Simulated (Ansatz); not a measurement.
# Fe wire along [111], 13 atoms a period: bands along the axis, part 2 of 2

Wanted: the relaxed geometry and the bands of the Fe wire along [111], 13 atoms a period.

Ansatz 0.2.0; DFT PBE, plane waves, PAW; relaxation of a wire's period; PAW set soft_1 (the session's first sound run).

So far: Set-up; The relaxed wire.

### Step 2. The relaxed wire (continued)

Relaxation path:

```
step  energy less that of the first step (eV)  largest force component (eV/Å)  pressure (GPa)  volume (Å³)
   1                                   0.0000                          0.9629           -1.66       498.23
   2                                  -0.4330                          0.4101           -0.60       496.53
   3                                  -0.5173                          0.0954            0.18       495.46
   4                                  -0.5206                          0.0120            0.02       494.99
  5*                                  -0.5192                          0.0120            0.03       494.99
   6                                  -0.5193                          0.0037           -0.01       495.21
  7*                                  -0.5194                          0.0037           -0.01       495.21
```

Relaxation steps marked * repeat the geometry before them on a plane-wave basis chosen anew for their cell, so energy and pressure can jump there.

Forces are held to the 4 operations that the run works with; a distortion that breaks them can't arise in this run.

```
cell as run  before  after  change
      c (Å)   2.451  2.436  -0.6 %
```

The atoms that moved most (Å, along periodic axes as changes of fractional coordinates times the final cell, across vacuum about the mean position):

```
atom      dx      dy      dz  length
Fe11   0.116   0.000   0.000   0.116
 Fe4  -0.116   0.000   0.000   0.116
Fe13  -0.058  -0.099  -0.002   0.114
 Fe3  -0.058   0.099   0.002   0.114
Fe12   0.058  -0.099  -0.002   0.114
 Fe1   0.058   0.099   0.002   0.114
 Fe8  -0.043   0.025  -0.058   0.076
 Fe5  -0.043  -0.025   0.058   0.076
```

This step gave:

```
energy at zero smearing    : -58234.0958 eV
total moment               : 35.19 μB
absolute moment            : 36.63 μB
cell length along the wire : 2.436 Å
```

Site moment by atom:

```
atom  site moment (μB)
 Fe1              2.77
 Fe2              2.56
 Fe3              2.77
 Fe4              2.77
 Fe5              2.42
 Fe6              2.42
 Fe7              2.42
 Fe8              2.42
 Fe9              2.42
Fe10              2.42
Fe11              2.77
Fe12              2.77
Fe13              2.77
```

The cell's length comes to 2.436 Å with an absolute moment of 36.63 μB a cell.

### Step 3. Bands of the perfect wire

This step: DFT PBE, plane waves, PAW; bands of a perfect wire; PAW set soft_1 (Ansatz 0.2.0).

At the relaxed period the bands are computed along the axis; those that cross an energy going forward count the channels that a perfect wire would open there.

The input, input.yaml:

```yaml
crystal:
  lattice:
    - [14.804, 0.0, 0.0]
    - [0.0, 13.732, 0.0]
    - [0.0, 0.0, 2.4360015604]
  atoms:
    - { symbol: Fe, position: [0.36873893, 0.254794442, 0.000688568], spin: 2.77 }
    - { symbol: Fe, position: [0.500015157, 0.5, 0.0], spin: 2.56 }
    - { symbol: Fe, position: [0.631291384, 0.254794442, 0.000688568], spin: 2.77 }
    - { symbol: Fe, position: [0.762512929, 0.5, 0.0], spin: 2.77 }
    - { symbol: Fe, position: [0.361959347, 0.414024271, 0.356983426], spin: 2.42 }
    - { symbol: Fe, position: [0.500015157, 0.671870644, 0.356082437], spin: 2.42 }
    - { symbol: Fe, position: [0.638070967, 0.414024271, 0.356983426], spin: 2.42 }
    - { symbol: Fe, position: [0.361959347, 0.585975729, 0.643016574], spin: 2.42 }
    - { symbol: Fe, position: [0.500015157, 0.328129356, 0.643917563], spin: 2.42 }
    - { symbol: Fe, position: [0.638070967, 0.585975729, 0.643016574], spin: 2.42 }
    - { symbol: Fe, position: [0.237517384, 0.5, 0.0], spin: 2.77 }
    - { symbol: Fe, position: [0.36873893, 0.745205558, 0.999311432], spin: 2.77 }
    - { symbol: Fe, position: [0.631291384, 0.745205558, 0.999311432], spin: 2.77 }
magnetization:
  spin_polarized: true
kpoints:
  mp_grid: { grid: [1, 1, 33] }
  band_path: { path: ["Γ", Z], npoints: 90 }
scf:
  occupations: { method: fermi_dirac, width: 0.05 }
hamiltonian:
  xc: pbe
  pseudopotentials: { kind: paw, azcp: { folder: soft_1 } }
output:
  dos: { e_range: [-5, 4] }
  write_potential: true
  write_density: true
  volumetric_format: npy
```

Run with:

```bash
$ ansatz run input.yaml --threads 4 --pin off --max-ram 16384MiB --backend cpu --events-out ev --progress --plain --runs-dir out
```

Numbers of over 12 decimals in the logs are rounded to 6 here.

The program printed:

```text
[...]
Crystal: 13 atoms, lattice volume = 495.211 Å³
Basis set: ecut = 420 eV, 9577 PW (Γ)
Bands: 146, of which v1, the nominal top of the filled ones, is band 104 counted from 1 (103 counted from 0)
Symmetry: 4 space group operations
[...]
k-points: 17 of 33
[...]
Starting moments: Σ|m| = 33.7 μB on 13 of 13 sites
[...]
SCF iter   1: F=—  HF=-58230.816585 eV  |F-HF|=—  |Δ(HF+E_count)|=         —  Δρ=4.35e-2 (↑2.38e-2 ↓4.35e-2)  dr2=5.01e1  dr2_m=3.86e0  M=34.835 μB ∫|m|=35.218 μB  β_m=0.30  ethr=3.10e-3  ⟨swp⟩=8.1  Hψ=23226  notcnv=0  defer=310
[...]
SCF iter  15: F=-58234.135344 eV  HF=-58234.135344 eV  |F-HF|=2.02e-8  |Δ(HF+E_count)|=   1.16e-9  Δρ=1.18e-6 (↑7.64e-7 ↓1.18e-6)  dr2=2.06e-8  dr2_m=6.91e-10  M=35.192 μB ∫|m|=36.622 μB  ethr=4.42e-11  ⟨swp⟩=12.7  Hψ=22770  notcnv=0
SCF 1 converged in 15 iterations: F = -58234.135344 eV  dr2 = 2.06e-8
[...]
WARN: The output density's exchange-correlation potential varies sharply where the density is thin. Do not read a vacuum level from v_tot or v_xc, or from such a field of the output density. On a cell that repeats whose density bears no net charge and no dipole along the vacuum's axis use v_es (v_loc + v_h of the components); under efield.dipole_correction with no amplitude use v_es + v_field, which holds any externa [...]
NSCF: frozen V_eff on 91 k-points
SCF converged after 15 iterations
Magnetization: 35.1918 μB (121.5959 up, 86.4041 down)
Absolute magnetization: 36.6269 μB (∫|ρ↑−ρ↓|, with the PAW one-centre terms)
[...]
Per-site moments (μB) at R_I (Å): [(2.773066, 0.971292), (2.557603, 1.004850643665), (2.773066, 0.971292), (2.772813, 0.971254), (2.417826, 0.971254), (2.418145, 0.971462), (2.417826, 0.971254), (2.417826, 0.971254), (2.418145, 0.971462), (2.417826, 0.971254), (2.772813, 0.971254), (2.773066, 0.971292), (2.773066, 0.971292)]
Free energy (F): -58234.135344 eV
[...]
Internal energy: -58234.056431 eV  (E = F + TS)
E sigma→0 (E₀):  -58234.095887 eV
Entropy (-TS):   -0.078913 eV (-6.070 meV/atom)
Fermi energy:    2.911555 eV
[...]
--- Band table (eV; the first three rows and the last of 34) ---
  k-point 0 ↑: bands = [... 100 lower, 1.5490, 1.6572, 1.6618, 1.6621, 1.6800, 1.6832, 1.6909, 1.7169, ... 38 higher]
  k-point 1 ↑: bands = [... 100 lower, 1.5900, 1.6414, 1.6446, 1.6452, 1.6839, 1.6861, 1.6940, 1.7180, ... 38 higher]
  k-point 2 ↑: bands = [... 100 lower, 1.6017, 1.6020, 1.6227, 1.6335, 1.6757, 1.6835, 1.7332, 1.7345, ... 38 higher]
  k-point 16 ↓: bands = [... 100 lower, 4.4413, 4.4420, 4.5416, 4.6454, 4.6455, 4.8262, 4.8297, 4.8299, ... 38 higher]
```

It took 4.9 min on 4 threads of Arm Neoverse V1, shared host; peak memory 5.7 GiB; 19 min of CPU time.

The column dr2 measures how far the density is from self-consistency, as an energy; F and HF (Harris–Foulkes) agree once it is small.

Numbers from this step:

```yaml
energy_at_zero_smearing: -58234.0959 eV
band_gap: 0 eV
```

Between Γ and Z the bands cross the Fermi level 18 times, so a perfect wire would conduct at least 9 G₀, with an absolute moment of 36.63 μB a cell.

### Step 4. Outcome

```yaml
cell_length_pbe: 2.436 Å
absolute_moment_pbe: 36.6 μB
ballistic_conductance_by_band_crossings_a_lower_bound_pbe: 9 G₀
```

In words: Under PBE the cell's length is 2.44 Å, the absolute moment is 36.63 μB a cell, and the bands cross the Fermi level 18 times between Γ and Z, which gives a perfect wire at least 9 G₀ (opposite crossings within one step of the path cancel in such a count). In the perfect wire the moments were started parallel, and no opposed start was run. No search over magnetic orders was made; another may lie lower.

[Logs are printed without paths, hosts, clocks, repeated set-up lines and the standing remarks that a program may print on its own settings, such as how far it seeks lower states.]

[Hosts, paths, dates, database ids (printed as entryN), source tags and the programs' standing remarks are cut or masked in the printed files.]
